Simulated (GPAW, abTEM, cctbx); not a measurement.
## AgAsS3: the scripts behind a bonding study

Short scripts, each with its output. The cell comes from substitution in a known structure type and wasn't matched to any measured phase.

**1. Relax the structure**

```text
cell
1.0
     5.323000000    0.000000000    0.000000000
    -2.661500000    4.609853224    0.000000000
     0.000000000    0.000000000   10.381000000
Ag As S
2 2 6
Direct
0.000000000 0.000000000 0.796200000
0.000000000 0.000000000 0.203800000
0.666666667 0.333333333 0.500000000
0.333333333 0.666666667 0.500000000
0.000000000 0.603200000 0.389900000
0.603200000 0.000000000 0.389900000
0.603200000 0.603200000 0.610100000
0.396800000 0.396800000 0.389900000
0.396800000 0.000000000 0.610100000
0.000000000 0.396800000 0.610100000
```

```python
from ase.constraints import FixSymmetry
from ase.filters import FrechetCellFilter
from ase.io import read, write
from ase.optimize import BFGS
from ase.parallel import parprint
from gpaw import GPAW, PW, FermiDirac

atoms = read("start.vasp")
atoms.set_constraint(FixSymmetry(atoms))
atoms.calc = GPAW(mode=PW(570), xc="PBE", kpts={"size": (3, 3, 2), "gamma": True},
                 occupations=FermiDirac(0.05), maxiter=120, symmetry={"tolerance": 1e-5}, txt="relax.txt")
BFGS(FrechetCellFilter(atoms), maxstep=0.15).run(fmax=0.03, steps=40)
parprint("cell  %.4f %.4f %.4f  %.2f %.2f %.2f" % tuple(atoms.cell.cellpar()))
parprint("volume %.3f A^3, largest force %.3f eV/A, largest stress %.2f GPa" % (atoms.get_volume(), abs(atoms.get_forces()).max(), 160.218 * abs(atoms.get_stress()).max()))
atoms.set_constraint()
write("relaxed.vasp", atoms, direct=True)
```

```console
$ OMP_NUM_THREADS=1 mpirun -n 4 gpaw python run.py > gpaw.log
```

```text
      Step        Energy          fmax
BFGS:    0      -19.542374       11.665966
BFGS:    1      -28.641414        5.710590
BFGS:    2      -32.964314        2.680892
BFGS:    3      -34.075402        1.967213
BFGS:    4      -34.388424        1.610534
BFGS:    5      -34.594067        1.326247
BFGS:    6      -34.850047        0.975647
BFGS:    7      -35.099612        0.996425
BFGS:    8      -35.357175        1.087124
BFGS:    9      -35.628177        1.225724
BFGS:   10      -35.918319        1.326867
BFGS:   11      -36.226678        1.452556
BFGS:   12      -36.510773        1.458541
BFGS:   13      -36.631116        1.418228
BFGS:   14      -36.924783        1.306749
BFGS:   15      -37.295133        1.119457
BFGS:   16      -37.610016        0.946339
BFGS:   17      -37.913151        0.846574
BFGS:   18      -38.190808        0.752319
BFGS:   19      -38.423848        0.617183
BFGS:   20      -38.583478        0.445533
BFGS:   21      -38.632273        0.337127
BFGS:   22      -38.647119        0.308284
BFGS:   23      -38.678615        0.249822
BFGS:   24      -38.720296        0.196229
BFGS:   25      -38.739489        0.136998
BFGS:   26      -38.756898        0.059083
BFGS:   27      -38.757894        0.019063
cell  6.2309 6.2309 9.7620  90.00 90.00 120.00
volume 328.227 A^3, largest force 0.012 eV/A, largest stress 0.09 GPa
```

Time: 16 min on 4 cores of Arm Neoverse V1 (shared host), peak memory 1.5 GiB.

**2. Build the all-electron density and subtract free atoms**

```text
cell
1.0
     6.230929720    0.000000000    0.000000000
    -3.115464860    5.396143420    0.000000000
     0.000000000    0.000000000    9.761985130
Ag As S
2 2 6
Direct
0.000000000 0.000000000 0.655140060
0.000000000 0.000000000 0.344859940
0.666666670 0.333333330 0.500000000
0.333333330 0.666666670 0.500000000
0.000000000 0.614676160 0.346883660
0.614676160 0.000000000 0.346883660
0.614676160 0.614676160 0.653116340
0.385323840 0.385323840 0.346883660
0.385323840 0.000000000 0.653116340
0.000000000 0.385323840 0.653116340
```

```python
import numpy as np
from ase.io import read
from ase.units import Bohr
from gpaw import GPAW, PW, FermiDirac
from gpaw.calculator import GPAW as OldGPAW
from gpaw.mpi import serial_comm, world
from scipy.special import erfc
from scipy.spatial import cKDTree

atoms = read("cell.vasp")
atoms.calc = GPAW(mode=PW(450), xc="PBE", kpts={"size": (4, 4, 2), "gamma": True},
                 occupations=FermiDirac(0.05), maxiter=120, symmetry={"tolerance": 1e-5}, txt="scf.txt")
atoms.get_potential_energy()
rho = atoms.calc.get_all_electron_density(gridrefinement=2)
moments = atoms.get_magnetic_moments() if atoms.calc.get_number_of_spins() == 2 else np.zeros(len(atoms))
total = atoms.get_magnetic_moment() if moments.any() else 0.0
if world.rank == 0:
    free = OldGPAW(mode=PW(450), xc="PBE", txt=None, communicator=serial_comm)
    neutral = atoms.copy()
    neutral.set_initial_magnetic_moments(None)
    free.initialize(neutral)
    free.set_positions(neutral)
    drho = rho - free.get_all_electron_density(gridrefinement=2)
    # GPAW starts from confined atoms: exchange their smooth part for that of the datasets' free atoms
    h = np.stack(np.meshgrid(*[np.fft.fftfreq(n, 1 / n) for n in drho.shape], indexing="ij"), -1)
    gabs = np.linalg.norm(h @ atoms.cell.reciprocal(), axis=-1)
    tails = np.fft.fftn(free.get_pseudo_density(gridrefinement=2))
    g, form, v0 = np.linspace(0, gabs.max(), 1500), {}, 0
    for e in set(atoms.symbols):
        idx = atoms.symbols.search(e)
        d = free.setups[idx[0]].data
        r, w = d.rgd.r_g * Bohr, d.rgd.r_g**2 * d.rgd.dr_g
        j0 = np.sinc(2 * g[:, None] * r)
        smooth = sum(f * p**2 for f, p in zip(d.f_j, d.phit_jg)) + np.sqrt(4 * np.pi) * d.nct_g
        full = sum(f * p**2 for f, p in zip(d.f_j, d.phi_jg)) + np.sqrt(4 * np.pi) * d.nc_g
        phase = sum(np.exp(-2j * np.pi * h @ s) for s in atoms.get_scaled_positions()[idx])
        tails -= np.interp(gabs, g, j0 @ (smooth * w)) * phase * drho.size / atoms.get_volume()
        form[e] = j0 @ (full * w)
        v0 += 2 * np.pi / 3 * 14.3996 * (full * w * r**2).sum() * len(idx)  # V A^3
    tails *= 0.5 * erfc((gabs - 1.8) / 0.25)  # the tails differ at long wavelengths alone
    drho += np.fft.ifftn(tails).real  # crystal minus superposed spherical free atoms
    np.save("drho.npy", drho)
    dv = atoms.get_volume() / drho.size
    print("grid", drho.shape, " electrons %.3f" % (rho.sum() * dv), " moved by bonding %.3f e" % (abs(drho).sum() * dv / 2))
    pts = np.indices(drho.shape).reshape(3, -1).T / drho.shape @ atoms.cell
    shifts = (np.indices((3, 3, 3)).reshape(3, -1).T - 1) @ atoms.cell
    images = (atoms.positions[None] + shifts[:, None]).reshape(-1, 3)
    dist, idx = cKDTree(images).query(pts, k=4)
    out = drho.ravel()[dist[:, 0] > 0.5]
    print("deformation density beyond 0.5 A of the nuclei: max %.3f, min %.3f e/A^3" % (out.max(), out.min()))
    tie = dist < dist[:, :1] + 1e-4
    q = -np.bincount((idx % len(atoms))[tie], (drho.ravel()[:, None] / tie.sum(1, keepdims=True) * tie)[tie], len(atoms)) * dv
    print("atom        x       y       z   Voronoi charge  moment")
    for a, s, c, m in zip(atoms, atoms.get_scaled_positions(), q, moments):
        print("%-2s%-3d %7.4f %7.4f %7.4f %10.3f %10.2f" % (a.symbol, a.index + 1, *s, c, m))
    np.savez("free.npz", g=g, **form)
    print("mean inner potential of superposed free atoms %.3f V" % (v0 / atoms.get_volume()))
    print("total magnetic moment %.3f muB" % total)
```

```console
$ OMP_NUM_THREADS=1 mpirun -n 4 gpaw python run.py > gpaw.log
```

```text
grid (64, 64, 96)  electrons 256.000  moved by bonding 1.908 e
deformation density beyond 0.5 A of the nuclei: max 0.122, min -0.158 e/A^3
atom        x       y       z   Voronoi charge  moment
Ag1    0.0000  0.0000  0.6551      0.204       0.00
Ag2    0.0000  0.0000  0.3449      0.204       0.00
As3    0.6667  0.3333  0.5000      0.259       0.00
As4    0.3333  0.6667  0.5000      0.259       0.00
S 5    0.0000  0.6147  0.3469     -0.154       0.00
S 6    0.6147  0.0000  0.3469     -0.154       0.00
S 7    0.6147  0.6147  0.6531     -0.154       0.00
S 8    0.3853  0.3853  0.3469     -0.154       0.00
S 9    0.3853  0.0000  0.6531     -0.154       0.00
S 10   0.0000  0.3853  0.6531     -0.154       0.00
mean inner potential of superposed free atoms 9.176 V
total magnetic moment 0.000 muB
```

Time: 29 s.

**3. Fourier-transform the difference**

```python
from cctbx import adptbx, crystal, miller, xray
from cctbx.eltbx import tiny_pse
import numpy as np

cs = crystal.symmetry(unit_cell=(6.2309, 6.2309, 9.762, 90, 90, 120), space_group_symbol='Hall: -P 3 2')  # P-31m
atoms = [  # label, site, U (iso, or U11 U22 U33 U12 U13 U23 in A^2), occupancy
    ("Ag1", (0, 0, 0.65514), 0.0000, 1),
    ("As1", (2/3, 1/3, 0.5), 0.0000, 1),
    ("S1", (0, 0.61468, 0.34688), 0.0000, 1),
]
xs = xray.structure(crystal_symmetry=cs)
for label, site, u, occ in atoms:
    u = adptbx.u_cif_as_u_star(cs.unit_cell(), u) if isinstance(u, tuple) else u
    xs.add_scatterer(xray.scatterer(label, site=site, u=u, occupancy=occ))
xs.scattering_type_registry(table="wk1995")
drho = np.load("drho.npy")
T = np.array([[1, 0, 0], [0, 1, 0], [0, 0, 1]])  # conventional axes in terms of the primitive ones
dF = np.fft.ifftn(drho) * 328.22713  # electrons a conventional cell, indexed by primitive hkl
ms = miller.build_set(cs, anomalous_flag=False, d_min=0.9).sort("resolution")
iam = ms.structure_factors_from_scatterers(xs, algorithm="direct").f_calc()
p1 = xs.expand_to_p1()
z = np.array([tiny_pse.table(sc.scattering_type).atomic_number() for sc in p1.scatterers()])
x = np.array(p1.sites_frac())
free = np.load("free.npz")
print("static structure factors of the conventional cell: F in electrons, V (Mott-Bethe) in volts")
print("   h  k  l      d  |F| table  |F| free   |F| DFT   change   |V| free  |V| DFT  change %")
for h, d, table in list(zip(ms.indices(), ms.d_spacings().data(), iam.data()))[:16]:
    df = dF[tuple(np.rint(np.linalg.solve(T, h)).astype(int))]
    phase = np.exp(2j * np.pi * x @ h)
    f = sum(np.interp(1 / d, free["g"], free[sc.scattering_type]) * p for sc, p in zip(p1.scatterers(), phase))
    fz = (z * phase).sum()
    c = 14.3996 * d * d / (np.pi * cs.unit_cell().volume())
    v0, v1 = abs(fz - f) * c, abs(fz - f - df) * c
    print("%4d%3d%3d %7.4f %9.3f %9.3f %9.3f %8.3f %9.3f %8.3f %8s" % (h + (d, abs(table), abs(f), abs(f + df), abs(f + df) - abs(f), v0, v1, "%.1f" % (100 * (v1 / v0 - 1)) if v0 > 0.02 else "-")))
```

```console
$ python run.py
```

```text
static structure factors of the conventional cell: F in electrons, V (Mott-Bethe) in volts
   h  k  l      d  |F| table  |F| free   |F| DFT   change   |V| free  |V| DFT  change %
   0  0  1  9.7620   169.289   169.272   169.318    0.046     5.841    5.781     -1.0
   1  0  0  5.3961    43.401    43.410    43.246   -0.163     0.609    0.676     10.9
   0  0  2  4.8810     0.935     0.943     1.177    0.235     0.345    0.267    -22.6
   1  0  1  4.7226    10.728    10.721    10.744    0.023     0.048    0.056     15.0
   1  0  2  3.6198    55.261    55.243    55.022   -0.221     1.271    1.311      3.2
   0  0  3  3.2540    96.053    95.985    96.428    0.443     3.355    3.290     -2.0
   1  1  0  3.1154   103.100   102.989   102.283   -0.705     1.770    1.865      5.4
   1  1 -1  2.9680   126.664   126.675   126.603   -0.072     3.399    3.408      0.3
   1  1  1  2.9680    35.578    35.466    34.731   -0.736     0.308    0.218    -29.3
   1  0  3  2.7866    92.620    92.491    92.248   -0.243     1.814    1.840      1.5
   2  0  0  2.6981    80.259    80.143    80.311    0.167     2.148    2.131     -0.8
   1  1 -2  2.6261    84.691    84.884    85.333    0.449     2.981    2.938     -1.5
   1  1  2  2.6261    13.941    13.914    14.223    0.309     0.869    0.839     -3.4
   2  0  1  2.6006    33.124    33.052    33.110    0.058     0.920    0.915     -0.6
   0  0  4  2.4405    53.044    53.006    53.378    0.372     1.855    1.824     -1.7
   2  0  2  2.3613    62.878    62.849    62.878    0.029     1.467    1.465     -0.2
```

Time: 0.32 s on 1 core of Arm Neoverse V1 (shared host), peak memory 0.09 GiB.

**4. Rock the beam across one reflection**

```python
import abtem
import numpy as np
from ase.build import make_supercell
from ase.io import read

abtem.config.set({"dask.lazy": False, "fft": "fftw", "diagnostics.progress_bar": False})
M = [[0, 0, -1], [1, 2, 0], [1, 0, 0]]  # rows: x, y and beam direction in the primitive cell's axes
unit = make_supercell(read("cell.vasp"), M)
unit.set_cell(list(unit.cell.lengths()) + [90, 90, 90], scale_atoms=True)
unit.positions[:, 2] += 0.3115  # keeps atomic planes off the slice boundaries
unit.wrap()
slab = unit * (1, 1, 80)
print(slab.get_chemical_formula(), "| box %.2f x %.2f x %.2f A" % tuple(slab.cell.lengths()))

# change of the potential by bonding, from the DFT deformation density (Poisson's equation term by term)
drho = np.load("drho.npy")
prim = read("cell.vasp")
h = np.stack(np.meshgrid(*[np.fft.fftfreq(n, 1 / n) for n in drho.shape], indexing="ij"), -1).reshape(-1, 3).astype(int)
g2 = ((h @ prim.cell.reciprocal()) ** 2).sum(1)
keep = (g2 > 0) & (g2 < 2.5**2)
shape = (217, 240, 35)
vg = np.zeros(shape, complex)
hm = h[keep] @ np.array(M).T
move = np.exp(-2j * np.pi * hm[:, 2] * (0.3115 / unit.cell[2, 2] - 0.5 / shape[2]))  # the same shift, sampled at mid-points
vg[tuple(hm.T % np.array(shape)[:, None])] = -14.3996 / np.pi * (np.fft.fftn(drho).ravel() / drho.size)[keep] / g2[keep] * move
dV = np.fft.ifftn(vg).real * vg.size
dV = dV.reshape(217, 240, 5, 7).mean(3) * unit.cell[2, 2] / 5  # V A, projected in each slice
dV = np.tile(dV.transpose(2, 0, 1), (80, 1, 1))


def build(atoms):
    p = abtem.Potential(atoms, gpts=(217, 240), slice_thickness=[slab.cell[2, 2] / 400] * 400,
                        parametrization="lobato", projection="infinite", exit_planes=100).build()
    p.array[:] += BONDING * dV
    return p


def potentials():
    yield build(slab)  # atoms at rest


for label, BONDING in (("IAM", 0.0), ("DFT", 1.0)):
    print("=====", label)
    potential = build(slab)
    print("grid", potential.gpts, "slices", potential.num_slices)
    thickness = potential.exit_thicknesses
    h = np.array(M) @ np.linalg.solve(np.array([[1, 0, 0], [0, 1, 0], [0, 0, 1]]), [0, 0, 1])
    ix, iy = round(h[0]) * 1, round(h[1]) * 1
    gxy = h[:2] / unit.cell.lengths()[:2]
    along = gxy / np.hypot(*gxy)
    across = np.array([-along[1], along[0]])
    bragg = 500 * abtem.PlaneWave(energy=300000).wavelength * np.hypot(*gxy)
    print("Bragg angle %.3f mrad; beam tilted 55 mrad off the zone axis across the row" % bragg)
    print("dark-field intensity of 0 0 1 against tilt along the row, in Bragg angles")
    print("  t (A)" + "".join("%8.2f" % s for s in [0.2, 0.4, 0.6, 0.8, 1.0, 1.2, 1.4, 1.6, 1.8, 2.0, 2.2, 2.4, 2.6]))
    rows = []
    row = [(n * ix, n * iy) for n in range(-8, 9)]
    for s in [0.2, 0.4, 0.6, 0.8, 1.0, 1.2, 1.4, 1.6, 1.8, 2.0, 2.2, 2.4, 2.6]:
        tilt = -s * bragg * along + 55 * across
        dp = abtem.PlaneWave(energy=300000, tilt=tuple(tilt)).multislice(potential).diffraction_patterns(max_angle="valid").array
        rows.append(dp[:, dp.shape[1] // 2 + ix, dp.shape[2] // 2 + iy])
        if s == 1.0:
            cx, cy = dp.shape[1] // 2, dp.shape[2] // 2
            share = sum(dp[:, cx + i, cy + j] for i, j in row if abs(i) < cx and abs(j) < cy) / dp.sum(axis=(1, 2))
            total = dp.sum(axis=(1, 2))
    for t, a in list(zip(thickness, np.array(rows).T))[1:]:
        print("%7.1f" % t + "".join("%8.4f" % v for v in a))
    print("at the Bragg tilt, share in the row:", share[1:].round(3).tolist(), "total:", total[1:].round(3).tolist())
```

```console
$ python run.py
```

```text
Ag320As320S960 | box 9.76 x 10.79 x 498.47 A
===== IAM
grid (217, 240) slices 400
Bragg angle 1.008 mrad; beam tilted 55 mrad off the zone axis across the row
dark-field intensity of 0 0 1 against tilt along the row, in Bragg angles
  t (A)    0.20    0.40    0.60    0.80    1.00    1.20    1.40    1.60    1.80    2.00    2.20    2.40    2.60
  124.6  0.1752  0.1755  0.1758  0.1759  0.1759  0.1759  0.1757  0.1754  0.1751  0.1746  0.1741  0.1734  0.1727
  249.2  0.2970  0.2996  0.3016  0.3029  0.3034  0.3030  0.3018  0.2998  0.2972  0.2940  0.2904  0.2866  0.2825
  373.9  0.0977  0.0966  0.0959  0.0956  0.0956  0.0958  0.0961  0.0967  0.0977  0.0987  0.0992  0.0989  0.0978
  498.5  0.0580  0.0584  0.0593  0.0598  0.0598  0.0593  0.0588  0.0581  0.0581  0.0596  0.0635  0.0705  0.0797
at the Bragg tilt, share in the row: [0.9380000233650208, 0.8820000290870667, 0.8500000238418579, 0.8379999995231628] total: [0.9980000257492065, 0.9959999918937683, 0.9940000176429749, 0.9919999837875366]
===== DFT
grid (217, 240) slices 400
Bragg angle 1.008 mrad; beam tilted 55 mrad off the zone axis across the row
dark-field intensity of 0 0 1 against tilt along the row, in Bragg angles
  t (A)    0.20    0.40    0.60    0.80    1.00    1.20    1.40    1.60    1.80    2.00    2.20    2.40    2.60
  124.6  0.1739  0.1742  0.1745  0.1746  0.1747  0.1746  0.1744  0.1742  0.1738  0.1733  0.1728  0.1721  0.1714
  249.2  0.3052  0.3079  0.3099  0.3113  0.3118  0.3114  0.3102  0.3081  0.3054  0.3022  0.2985  0.2946  0.2903
  373.9  0.1078  0.1069  0.1063  0.1060  0.1061  0.1063  0.1065  0.1070  0.1078  0.1086  0.1090  0.1084  0.1069
  498.5  0.0499  0.0499  0.0504  0.0507  0.0507  0.0503  0.0498  0.0495  0.0499  0.0518  0.0558  0.0626  0.0713
at the Bragg tilt, share in the row: [0.9369999766349792, 0.8830000162124634, 0.8510000109672546, 0.8360000252723694] total: [0.9980000257492065, 0.9959999918937683, 0.9940000176429749, 0.9919999837875366]
```

Time: 58 s.

[Outputs are excerpts: Python notices, other lines and further rows are left out; steps that failed or that the build refused (PBEsol, TPSS) are not shown.]

[Logs are printed without paths, hosts, clocks, repeated set-up lines and the standing remarks that a program may print on its own settings, such as how far it seeks lower states.]
